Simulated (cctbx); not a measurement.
## CaZn3Sn2Ge2O12 with cctbx, script by script

Library: cctbx 2025.11. The data are simulated by the first script.

## 1. Simulate the data

run.py:

```python
from cctbx import adptbx, crystal, miller, sgtbx, xray
from cctbx.array_family import flex
from iotbx.shelx import hklf
from scitbx import matrix
import scitbx.random

cs = crystal.symmetry(unit_cell=(5.554, 7.74, 5.557, 90, 90.54, 90), space_group_symbol='Hall: P -2y')  # Pm
atoms = [  # label, site, U (iso, or U11 U22 U33 U12 U13 U23 in A^2), occupancy
    ("Sn1", (0.4984, 0.2483, 0.9977), (0.0194, 0.0227, 0.0095, 0.0136, -0.0059, -0.0068), 1),
    ("Ge1", (0.9997, 0.7609, 0.5022), (0.0354, 0.0141, 0.0233, -0.0053, 0.0034, -0.0003), 1),
    ("Zn1", (0.9727, 0.5, 0.043), (0.0177, 0.0184, 0.0221, 0.0000, 0.0017, 0.0000), 1),
    ("Zn2", (0.5075, 0.5, 0.5334), (0.0117, 0.0153, 0.0152, 0.0000, 0.0007, 0.0000), 1),
    ("Zn3", (0.0025, 0, 0.955), (0.0204, 0.0132, 0.0174, 0.0000, -0.0023, 0.0000), 1),
    ("Ca1", (0.4872, 0, 0.4533), (0.0166, 0.0174, 0.0202, 0.0000, 0.0046, 0.0000), 1),
    ("O1", (0.0722, 0.5, 0.4881), (0.0162, 0.0143, 0.0417, 0.0000, 0.0126, 0.0000), 1),
    ("O2", (0.4242, 0.5, 0.9683), (0.0186, 0.0279, 0.0158, 0.0000, 0.0025, 0.0000), 1),
    ("O3", (0.9045, 0, 0.5219), (0.0277, 0.0102, 0.0265, 0.0000, 0.0000, 0.0000), 1),
    ("O4", (0.5752, 0, 0.0387), (0.0365, 0.0512, 0.0398, 0.0000, -0.0007, 0.0000), 1),
    ("O5", (0.2849, 0.802, 0.7132), (0.0238, 0.0335, 0.0488, -0.0014, 0.0024, -0.0158), 1),
    ("O6", (0.2183, 0.211, 0.2173), (0.0249, 0.0269, 0.0229, 0.0006, -0.0034, 0.0117), 1),
    ("O7", (0.7143, 0.2996, 0.2895), (0.0432, 0.0319, 0.0368, 0.0107, -0.0095, -0.0018), 1),
    ("O8", (0.7878, 0.7139, 0.7855), (0.0259, 0.0225, 0.0238, -0.0027, 0.0133, 0.0082), 1),
]
xs = xray.structure(crystal_symmetry=cs)
for label, site, u, occ in atoms:
    u = adptbx.u_cif_as_u_star(cs.unit_cell(), u) if isinstance(u, tuple) else u
    xs.add_scatterer(xray.scatterer(label, site=site, u=u, occupancy=occ))
xs.set_inelastic_form_factors(0.6889, "sasaki")
xs.show_summary()
p1 = xs.expand_to_p1()
ms = miller.build_set(p1, anomalous_flag=True, d_min=0.6)
flex.set_random_seed(422039)
scitbx.random.set_random_seed(422039)
ms = ms.select(flex.random_double(ms.size()) < 0.7)
i = ms.structure_factors_from_scatterers(p1, algorithm="direct").f_calc().as_intensity_array().data()
i = i / flex.sqrt(1 + 0.3 * i / flex.max(i))  # extinction
i = i * 40000 / flex.max(i)
sig = flex.sqrt(i + flex.pow2(0.02 * i) + 4 ** 2)
noise = scitbx.random.variate(scitbx.random.normal_distribution())(i.size())
data = ms.array(data=i + sig * noise, sigmas=sig).set_observation_type_xray_intensity()
with open("data.hkl", "w") as f:
    data.export_as_shelx_hklf(f)
print("reflections written:", data.size(), " <I/sigma> = %.1f" % flex.mean(data.data() / data.sigmas()))
for h, a, b in list(data.sort("data"))[:12]:
    print("%4d%4d%4d %9.1f %7.1f" % (h + (a, b)))
```

```console
$ python run.py
```

```text
Number of scatterers: 14
At special positions: 8
Unit cell: (5.554, 7.74, 5.557, 90, 90.54, 90)
Space group: P 1 m 1 (No. 6)
reflections written: 3242  <I/sigma> = 16.6
   0  -4   0   40105.2   824.6
   0   4   0   40052.4   824.6
   2   0  -2   38448.6   787.0
   2   0   2   37988.3   797.8
  -2   0   2   37686.6   782.6
  -1   2  -1   34815.9   706.8
  -1  -2  -1   34452.9   706.8
   1  -2   1   33959.7   704.7
   1   2   1   33662.1   704.7
   0   0   2   32704.5   657.0
  -1  -2   1   31710.1   657.2
  -2   0   0   31315.2   647.3
```

It took 0.46 s on 1 thread of Arm Neoverse N1 (shared host), peak memory 0.07 GiB.

## 2. Symmetry

run.py:

```python
from cctbx import crystal, sgtbx, statistics
from cctbx.array_family import flex
from iotbx.shelx import hklf

p1 = crystal.symmetry(unit_cell=(5.554, 7.74, 5.557, 90, 90.54, 90), space_group_symbol="P 1")
raw = hklf.reader(file_name="data.hkl").as_miller_arrays(crystal_symmetry=p1, anomalous=True)[0]
print(raw.size(), "reflections to d = %.3f A" % raw.d_min())
isig = raw.data() / raw.sigmas()
print("centring   violations  <I/sigma> of those")
best = "P"
for c in "ABCIRF":
    a = raw.customized_copy(space_group_info=sgtbx.space_group_info("Hall: %s 1" % c)).sys_absent_flags().data()
    m = flex.mean(isig.select(a))
    print("%5s %10d of %5d %8.1f" % (c, (isig.select(a) > 4).count(True), a.count(True), m))
    if (isig.select(a) > 4).count(True) < 0.01 * a.count(True):
        best = c
raw = raw.select(~raw.customized_copy(space_group_info=sgtbx.space_group_info("Hall: %s 1" % best)).sys_absent_flags().data())
isig = raw.data() / raw.sigmas()
rows = []
for s in sgtbx.space_group_symbol_iterator():
    g = sgtbx.space_group(s)
    if g.conventional_centring_type_symbol() != best or not g.is_compatible_unit_cell(p1.unit_cell(), 1e-3, 0.02):
        continue
    rows.append((s, g))
print("Laue class    unique    Rint  (classes that these axes allow; Friedel mates merged)")
rint = {}
for s, g in rows:
    laue = g.build_derived_patterson_group()
    key = laue.type().hall_symbol()
    if key not in rint:
        m = raw.customized_copy(space_group_info=laue.info(), anomalous_flag=False).merge_equivalents()
        rint[key] = m.r_int()
        print("%-14s %6d %7.3f" % (laue.type().lookup_symbol(), m.array().size(), m.r_int()))
floor = min(rint.values())
good = [(s, g) for s, g in rows if rint[g.build_derived_patterson_group().type().hall_symbol()] < 2 * floor + 0.03]
top = max(g.build_derived_patterson_group().order_z() for s, g in good)
print("space group    extra absences  I>4sigma  <I/sigma>")
for s, g in good:
    laue = g.build_derived_patterson_group()
    if laue.order_z() != top:
        continue
    a = raw.customized_copy(space_group_info=g.info()).sys_absent_flags().data()
    a &= ~raw.customized_copy(space_group_info=laue.info()).sys_absent_flags().data()
    bad = (isig.select(a) > 4).count(True)
    if bad <= 0.03 * a.count(True):
        print("%-16s %8d %10d %9s  %s" % (s.universal_hermann_mauguin(), a.count(True), bad, "%.1f" % flex.mean(isig.select(a)) if a.count(True) else "-", "centric" if g.is_centric() else "acentric"))
laue = max(good, key=lambda t: t[1].build_derived_patterson_group().order_z())[1].build_derived_patterson_group()
f = raw.customized_copy(space_group_info=laue.info(), anomalous_flag=False).merge_equivalents().array().eliminate_sys_absent().f_sq_as_f()
f.set_observation_type_xray_amplitude()
bins = max(3, min(8, f.size() // 12))
f.setup_binner(n_bins=bins)
w = statistics.wilson_plot(f, {e: n / laue.order_z() for e, n in {'Sn': 2.0, 'Ge': 2.0, 'Zn': 3.0, 'Ca': 1.0, 'O': 12.0}.items()}, e_statistics=True)
print("Wilson B = %.2f A^2   <|E^2-1|> = %.3f (0.968 centric, 0.736 acentric)   E^2>4: %.1f %%" % (w.wilson_b, w.mean_e_sq_minus_1, w.percent_e_sq_gt_2))
print("shell (A)         n   <I/sigma>")
m = raw.customized_copy(space_group_info=laue.info(), anomalous_flag=False).merge_equivalents().array().eliminate_sys_absent()
for b in m.setup_binner(n_bins=bins).range_used():
    sel = m.binner().selection(b)
    print("%5.2f - %4.2f %6d %8.1f" % (min(m.binner().bin_d_range(b)[0] if m.binner().bin_d_range(b)[0] > 0 else 99, 99), m.binner().bin_d_range(b)[1], sel.count(True), flex.mean((m.data() / m.sigmas()).select(sel))))
```

```console
$ python run.py
```

```text
3242 reflections to d = 0.600 A
centring   violations  <I/sigma> of those
    A       1521 of  1667     16.5
    B       1302 of  1600     11.4
    C       1445 of  1635     16.6
    I       1556 of  1652     15.3
    R       1960 of  2182     16.6
    F       2134 of  2451     14.9
Laue class    unique    Rint  (classes that these axes allow; Friedel mates merged)
P -1             2094   0.026
P 1 2/m 1        1211   0.026
space group    extra absences  I>4sigma  <I/sigma>
P 1 2 1                 0          0         -  acentric
P 1 m 1                 0          0         -  acentric
P 1 2/m 1               0          0         -  centric
Wilson B = 1.20 A^2   <|E^2-1|> = 0.971 (0.968 centric, 0.736 acentric)   E^2>4: 6.5 %
shell (A)         n   <I/sigma>
 7.74 - 1.20    164     32.3
 1.20 - 0.95    150     27.0
 0.95 - 0.83    155     26.1
 0.83 - 0.76    156     24.1
 0.76 - 0.70    143     19.1
 0.70 - 0.66    151     17.8
 0.66 - 0.63    148     18.4
 0.63 - 0.60    144     15.3
```

Time: 0.47 s.

## 3. Patterson map

run.py:

```python
from cctbx import crystal, maptbx
from iotbx.shelx import hklf

cs = crystal.symmetry(unit_cell=(5.554, 7.74, 5.557, 90, 90.54, 90), space_group_symbol='Hall: P -2y')  # Pm
raw = hklf.reader(file_name="data.hkl").as_miller_arrays(crystal_symmetry=cs, anomalous=True)[0]
merged = raw.eliminate_sys_absent().merge_equivalents()
fo2 = merged.array().set_observation_type_xray_intensity()
f = fo2.average_bijvoet_mates().f_sq_as_f()
pm = f.patterson_map(symmetry_flags=maptbx.use_space_group_symmetry, sharpening=False, resolution_factor=0.25)
peaks = pm.peak_search(parameters=maptbx.peak_search_parameters(min_distance_sym_equiv=0.4, max_clusters=14)).all()
top = peaks.heights()[0]
print("Patterson group", f.patterson_symmetry().space_group_info())
print("      u       v       w   height  length (A)")
for x, h in zip(peaks.sites(), peaks.heights()):
    y = [t - round(t) for t in x]
    print("%7.3f %7.3f %7.3f %8.1f %8.2f" % (x + (1000 * h / top, cs.unit_cell().length(y))))
```

```console
$ python run.py
```

```text
Patterson group P 1 2/m 1
      u       v       w   height  length (A)
  0.000   0.000   0.000   1000.0     0.00
  0.500   0.000   0.500    763.8     3.91
  0.000   0.500   0.000    684.8     3.87
  0.500   0.500   0.500    591.6     5.50
  0.500   0.254   0.000    545.1     3.40
  0.000   0.251   0.500    521.6     3.39
  0.284   0.500   0.768     49.3     4.38
  0.422   0.250   0.505     48.9     4.11
  0.267   0.000   0.771     48.7     1.96
  0.076   0.250   0.016     46.1     1.99
  0.231   0.461   0.272     32.0     4.08
  0.065   0.500   0.511     31.9     4.74
  0.420   0.500  -0.003     31.6     4.52
  0.231   0.047   0.274     31.1     2.01
```

Time: 0.44 s.

## 4. Charge flipping

run.py:

```python
import itertools
from cctbx import crystal, maptbx
from cctbx.array_family import flex
from iotbx.shelx import hklf
from smtbx.ab_initio import charge_flipping as cf

cs = crystal.symmetry(unit_cell=(5.554, 7.74, 5.557, 90, 90.54, 90), space_group_symbol='Hall: P -2y')  # Pm
raw = hklf.reader(file_name="data.hkl").as_miller_arrays(crystal_symmetry=cs, anomalous=True)[0]
merged = raw.eliminate_sys_absent().merge_equivalents()
fo2 = merged.array().set_observation_type_xray_intensity()
f = fo2.average_bijvoet_mates().f_sq_as_f().resolution_filter(d_min=0.9)
p1 = f.expand_to_p1()
p1.setup_binner_counting_sorted(reflections_per_bin=max(40, p1.size() // 12))
work = p1.array(data=p1.data() / p1.amplitude_quasi_normalisations().data())
flex.set_random_seed(74516)
it = cf.weak_reflection_improved_iterator(delta=None, weak_reflection_fraction=0.2)
it.start(work, phases=flex.random_double(p1.size()) * 6.2832, f_000=0)
it.delta = 1.1 * it.rho_map.sigma()
print("cycle      R  skewness")
for n, st in enumerate(itertools.islice(it, 300)):
    if n % 25 == 0:
        print("%5d %6.3f %8.2f" % (n, st.r1_factor(), st.rho_map.skewness()))
rho = p1.phase_transfer(it.f_calc).fft_map().apply_volume_scaling()
polish = cf.low_density_elimination_iterator(constant_rho_c=rho.sigma())
polish.start(f_obs=p1, phases=it.f_calc, f_000=0)
for _ in range(8):
    next(polish)
print("origin shift          correlation  skewness")
maps = []
for fc, shift, cc in itertools.islice(cf.f_calc_symmetrisations(f, polish.f_calc, 0), 4):
    m = f.phase_transfer(fc).fft_map(symmetry_flags=maptbx.use_space_group_symmetry, resolution_factor=0.25).apply_sigma_scaling()
    maps.append((m.skewness(), cc, m))
    print("%6.3f %6.3f %6.3f %10.3f %9.2f" % (tuple(shift) + (cc, m.skewness())))
skew, cc, m = max((t for t in maps if t[1] > maps[0][1] - 0.04), key=lambda t: t[0])
print("taken: symmetry correlation %.3f, skewness %.2f" % (cc, skew))
peaks = m.peak_search(parameters=maptbx.peak_search_parameters(min_distance_sym_equiv=0.9, max_clusters=19)).all()
sps = cs.special_position_settings(min_distance_sym_equiv=0.5)
print("peak      x       y       z  mult  height/sigma")
for k, (x, h) in enumerate(zip(peaks.sites(), peaks.heights())):
    ss = sps.site_symmetry(x)
    print("Q%-3d %7.4f %7.4f %7.4f %4d %8.1f" % ((k + 1,) + tuple(t % 1 for t in ss.exact_site()) + (ss.multiplicity(), h)))
```

```console
$ python run.py
```

```text
cycle      R  skewness
    0  0.542     0.26
   25  0.490     2.74
   50  0.469     2.79
   75  0.482     2.87
  100  0.485     2.73
  125  0.492     2.64
  150  0.492     2.64
  175  0.482     2.44
  200  0.472     2.76
  225  0.478     2.70
  250  0.482     2.88
  275  0.506     2.49
origin shift          correlation  skewness
 0.000  0.071  0.000      0.986      3.87
 0.000  0.321  0.000      0.986      3.75
taken: symmetry correlation 0.986, skewness 3.87
peak      x       y       z  mult  height/sigma
Q1    0.4821  0.5000  0.2386    1     13.3
Q2    0.9644  0.5000  0.7358    1      9.6
Q3    0.9784  0.2325  0.2015    2      9.5
Q4    0.4782  0.2306  0.6995    2      9.2
Q5    0.4771  0.0000  0.2493    1      7.7
Q6    0.1967  0.5000  0.4078    1      6.4
Q7    0.7341  0.2523  0.3658    2      5.9
Q8    0.9607  0.0000  0.7164    1      5.7
Q9    0.1836  0.0000  0.4208    1      5.4
Q10   0.2226  0.2609  0.8865    2      4.1
Q11   0.8800  0.5000  0.8800    1      2.7
Q12   0.6729  0.5000  0.9097    1      2.5
Q13   0.2698  0.0000  0.9328    1      2.2
Q14   0.8197  0.0000  0.9307    1      2.2
Q15   0.7632  0.3367  0.9403    2      1.7
Q16   0.6094  0.5000  0.4393    1      1.6
Q17   0.2807  0.3914  0.9684    2      1.5
Q18   0.2872  0.3267  0.6826    2      1.5
Q19   0.2788  0.1439  0.3715    2      1.3
```

Time: 0.56 s.

## 5. Refinement (model from the peaks)

run.py:

```python
import math
from cctbx import adptbx, crystal, maptbx, sgtbx, xray
from cctbx.array_family import flex
from cctbx.xray import observations
from iotbx.shelx import hklf
from scitbx.lstbx import normal_eqns_solving
from smtbx import absolute_structure, utils
from smtbx.refinement import constraints, least_squares

cs = crystal.symmetry(unit_cell=(5.554, 7.74, 5.557, 90, 90.54, 90), space_group_symbol='Hall: P -2y')  # Pm
atoms = [  # label, site, U (iso, or U11 U22 U33 U12 U13 U23 in A^2), occupancy
    ("Sn1", (0.4821, 0.5, 0.2386), 0.0200, 1),
    ("Sn2", (0.9644, 0.5, 0.7358), 0.0200, 1),
    ("Zn1", (0.9784, 0.2325, 0.2015), 0.0200, 1),
    ("Ge1", (0.4782, 0.2306, 0.6995), 0.0200, 1),
    ("Zn2", (0.4771, 0, 0.2493), 0.0200, 1),
    ("Ca1", (0.1967, 0.5, 0.4078), 0.0200, 1),
    ("O1", (0.7341, 0.2523, 0.3658), 0.0200, 1),
    ("O2", (0.9607, 0, 0.7164), 0.0200, 1),
    ("O3", (0.1836, 0, 0.4208), 0.0200, 1),
    ("O4", (0.2226, 0.2609, 0.8865), 0.0200, 1),
    ("O5", (0.6729, 0.5, 0.9097), 0.0200, 1),
]
xs = xray.structure(crystal_symmetry=cs)
for label, site, u, occ in atoms:
    u = adptbx.u_cif_as_u_star(cs.unit_cell(), u) if isinstance(u, tuple) else u
    xs.add_scatterer(xray.scatterer(label, site=site, u=u, occupancy=occ))
xs.set_inelastic_form_factors(0.6889, "sasaki")
raw = hklf.reader(file_name="data.hkl").as_miller_arrays(crystal_symmetry=cs, anomalous=True)[0]
merged = raw.eliminate_sys_absent().merge_equivalents()
fo2 = merged.array().set_observation_type_xray_intensity()
print("Rint %.3f, %d unique reflections to %.2f A" % (merged.r_int(), fo2.size(), fo2.d_min()))
for sc in xs.scatterers():
    sc.flags.set_grad_site(True)
    sc.flags.set_grad_u_aniso(sc.flags.use_u_aniso())
    sc.flags.set_grad_u_iso(sc.flags.use_u_iso())
obs = fo2.as_xray_observations()
extra = {}
rep = constraints.reparametrisation(xs, [], utils.connectivity_table(xs), **extra)
ls = least_squares.crystallographic_ls(obs, rep, weighting_scheme=least_squares.mainstream_shelx_weighting(a=0, b=0))
print("cycle     R1     wR2    GooF  max shift (A)")
for cycle in range(6):
    ls.build_up()
    r1, wr2, goof = ls.r1_factor(cutoff_factor=2)[0], ls.wR2(), ls.goof()
    old = xs.sites_cart()
    normal_eqns_solving.levenberg_marquardt_iterations(ls, n_max_iterations=3, tau=0.0001, step_threshold=1e-7)
    big = flex.max((xs.sites_cart() - old).norms())
    print("%4d %7.4f %7.4f %7.3f %9.5f" % (cycle + 1, r1, wr2, goof, big))
    ls.build_up(objective_only=True)
    if abs(ls.wR2() - wr2) < 5e-5 and big < 5e-4:
        break
ls.build_up()
print("final R1 %.4f wR2 %.4f GooF %.3f  parameters %d  data/parameter %.1f" % (ls.r1_factor(cutoff_factor=2)[0], ls.wR2(), ls.goof(), ls.n_parameters, fo2.size() / ls.n_parameters))
cov = ls.covariance_matrix_and_annotations()
su = dict(zip(cov.annotations, (math.sqrt(max(v, 0)) for v in cov.matrix.matrix_packed_u_diagonal())))
a2 = cs.unit_cell().reciprocal_parameters()[0] ** -2
print("atom        x        y        z      Ueq    occ   su(xyz)  su(Uiso or U11)")
for sc in xs.scatterers():
    s = max(su.get(sc.label + k, 0) for k in (".x", ".y", ".z"))
    npd = "" if sc.is_positive_definite_u(cs.unit_cell()) else "  NPD"
    print("%-5s %8.5f %8.5f %8.5f %8.4f %6.3f %8.5f %7.4f%s" % ((sc.label,) + sc.site + (sc.u_iso_or_equiv(cs.unit_cell()), sc.occupancy, s, su.get(sc.label + ".uiso", su.get(sc.label + ".u11", 0) * a2), npd)))
fo = fo2.f_sq_as_f()
fc = fo.structure_factors_from_scatterers(xs, algorithm="direct").f_calc()
diff = fo.f_obs_minus_f_calc(1 / math.sqrt(ls.scale_factor()), fc).average_bijvoet_mates()
m = diff.fft_map(symmetry_flags=maptbx.use_space_group_symmetry, resolution_factor=0.25).apply_volume_scaling()
print("difference map: max %.2f min %.2f rms %.2f" % (m.statistics().max(), m.statistics().min(), m.statistics().sigma()))
peaks = m.peak_search(parameters=maptbx.peak_search_parameters(min_distance_sym_equiv=0.6, max_clusters=8)).all()
near = xs.closest_distances(peaks.sites(), distance_cutoff=4)
sps = cs.special_position_settings(min_distance_sym_equiv=0.5)
for k, (x, h) in enumerate(zip(peaks.sites(), peaks.heights())):
    ss = sps.site_symmetry(x)
    print("Q%-3d %7.4f %7.4f %7.4f %4d %7.2f  %.2f A from %s" % ((k + 1,) + tuple(t % 1 for t in ss.exact_site()) + (ss.multiplicity(), h, near.smallest_distances[k], xs.scatterers()[near.i_seqs[k]].label)))
```

```console
$ python run.py
```

```text
Rint 0.018, 2175 unique reflections to 0.60 A
cycle     R1     wR2    GooF  max shift (A)
   1  0.5319  0.8481  19.729   0.05655
   2  0.3760  0.7175  16.690   0.02018
   3  0.3640  0.7002  16.288   0.01279
   4  0.3600  0.6935  16.131   0.00781
   5  0.3576  0.6901  16.052   0.00735
   6  0.3557  0.6874  15.989   0.00713
final R1 0.3540 wR2 0.6850 GooF 15.934  parameters 37  data/parameter 58.8
atom        x        y        z      Ueq    occ   su(xyz)  su(Uiso or U11)
Sn1    0.48663  0.50000  0.24090   0.0015  1.000  0.00110  0.0011
Sn2    0.96247  0.50000  0.72861   0.0113  1.000  0.00183  0.0018
Zn1    0.98489  0.24468  0.20386   0.0043  1.000  0.00172  0.0018
Ge1    0.47047  0.23780  0.70356   0.0001  1.000  0.00136  0.0014
Zn2    0.47286  0.00000  0.25499   0.0001  1.000  0.00261  0.0019
Ca1    0.19505  0.50000  0.40998   0.0259  1.000  0.00750  0.0060
O1     0.73410  0.24646  0.36447   0.0182  1.000  0.01656  0.0124
O2     0.96136  0.00000  0.71457   0.0179  1.000  0.02919  0.0226
O3     0.18449  0.00000  0.42281   0.0193  1.000  0.02421  0.0180
O4     0.22272  0.25421  0.88568   0.0196  1.000  0.01711  0.0131
O5     0.67205  0.50000  0.91096   0.0208  1.000  0.02413  0.0193
difference map: max 134.74 min -33.65 rms 6.89
Q1    0.4887  0.5000  0.2442    1  139.29  0.02 A from Sn1
Q2    0.4677  0.0000  0.2683    1  115.34  0.08 A from Zn2
Q3    0.9711  0.5000  0.7333    1  111.62  0.05 A from Sn2
Q4    0.4653  0.2399  0.7005    2   79.80  0.04 A from Ge1
Q5    0.9985  0.2516  0.1874    2   76.88  0.13 A from Zn1
Q6    0.9958  0.0000  0.6437    1   64.82  0.44 A from O2
Q7    0.4711  0.0000  0.1324    1   45.54  0.68 A from Zn2
Q8    0.9686  0.0000  0.8332    1   39.67  0.66 A from O2
```

Time: 0.84 s.

Figures of merit this high mean that the model is still wrong or incomplete.

[Logs are printed without paths, hosts, clocks, repeated set-up lines and the standing remarks that a program may print on its own settings, such as how far it seeks lower states.]
